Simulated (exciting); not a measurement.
TiNF, space group I4_1md, N K edge of atom 5, with nearest neighbours 1 Ti at 1.81 Å and 2 Ti at 2.07 Å (site symmetry 2mm); the tensor is averaged over the atoms equivalent by symmetry. Method: exciting, all-electron LAPW+lo, LDA, exchange and screened direct term (singlet BSE), 3×3×5 shifted k points, 37 conduction bands, |G+q| up to 3 bohr⁻¹, full RPA screening with nempty = 64, Lorentzian half width 0.45 eV.

```xyz
6
Lattice="-1.9518 1.9518 5.0037 1.9518 -1.9518 5.0037 1.9518 1.9518 -5.0037" Properties=species:S:1:pos:R:3 pbc="T T T"
Ti    0.0000    0.0000    3.4791
Ti    1.9518    0.0000    0.9772
F     0.0000    0.0000    6.1078
F     1.9518    0.0000    3.6060
N     0.0000    1.9518    4.1733
N     0.0000    0.0000    1.6715
```

Energy from the Kohn–Sham onset, core level to the lowest empty state found on the meshes used; scaled to the maximum of the polarisation mean:

| E (eV) | curve 1 | curve 2 |
| --- | --- | --- |
| -4.0 | 0.03 | 0.02 |
| -3.5 | 0.03 | 0.02 |
| -3.0 | 0.04 | 0.02 |
| -2.5 | 0.06 | 0.03 |
| -2.0 | 0.09 | 0.04 |
| -1.5 | 0.15 | 0.05 |
| -1.0 | 0.30 | 0.07 |
| -0.5 | 0.66 | 0.12 |
| 0.0 | 1.09 | 0.26 |
| 0.5 | 1.17 | 0.52 |
| 1.0 | 0.74 | 0.64 |
| 1.5 | 0.57 | 0.75 |
| 2.0 | 0.64 | 0.92 |
| 2.5 | 0.47 | 0.90 |
| 3.0 | 0.32 | 0.86 |
| 3.5 | 0.24 | 0.63 |
| 4.0 | 0.20 | 0.39 |
| 4.5 | 0.16 | 0.24 |
| 5.0 | 0.13 | 0.19 |
| 5.5 | 0.18 | 0.17 |
| 6.0 | 0.21 | 0.15 |
| 6.5 | 0.27 | 0.15 |
| 7.0 | 0.33 | 0.19 |
| 7.5 | 0.29 | 0.20 |
| 8.0 | 0.25 | 0.23 |
| 8.5 | 0.26 | 0.26 |
| 9.0 | 0.29 | 0.28 |
| 9.5 | 0.36 | 0.29 |
| 10.0 | 0.42 | 0.30 |
| 10.5 | 0.42 | 0.27 |
| 11.0 | 0.36 | 0.25 |
| 11.5 | 0.29 | 0.21 |
| 12.0 | 0.28 | 0.23 |
| 12.5 | 0.31 | 0.34 |
| 13.0 | 0.27 | 0.35 |
| 13.5 | 0.24 | 0.32 |
| 14.0 | 0.22 | 0.28 |
| 14.5 | 0.17 | 0.23 |
| 15.0 | 0.13 | 0.20 |
| 15.5 | 0.10 | 0.15 |
| 16.0 | 0.09 | 0.13 |
| 16.5 | 0.08 | 0.14 |
| 17.0 | 0.09 | 0.18 |
| 17.5 | 0.12 | 0.19 |
| 18.0 | 0.14 | 0.24 |
| 18.5 | 0.21 | 0.29 |
| 19.0 | 0.26 | 0.24 |
| 19.5 | 0.24 | 0.18 |
| 20.0 | 0.19 | 0.13 |
| 20.5 | 0.19 | 0.11 |
| 21.0 | 0.18 | 0.11 |
| 21.5 | 0.18 | 0.12 |
| 22.0 | 0.15 | 0.11 |
| 22.5 | 0.11 | 0.10 |
| 23.0 | 0.09 | 0.12 |
| 23.5 | 0.09 | 0.12 |

Q: The curves are the diagonal elements of Im ε for ε ∥ c and ⊥ c. Which is which?

Curve 1: ε ⊥ c, maxima 0.3 eV (1.29), 1.9 eV (0.64) and 10.2 eV (0.43); 3 lower ones aren't listed. Curve 2: ε ∥ c, maxima 2.1 eV (0.93), 9.8 eV (0.31) and 12.7 eV (0.37); 1 lower ones aren't listed. A K edge probes the empty p states along ε, which follow the bonds' lengths and directions.

[Banner, clock and machine lines of the logs are left out without a mark of their own.]

[Logs are printed without paths, hosts, clocks, repeated set-up lines and the standing remarks that a program may print on its own settings, such as how far it seeks lower states.]

[Hosts, paths, dates, database ids (printed as entryN), source tags and the programs' standing remarks are cut or masked in the printed files.]
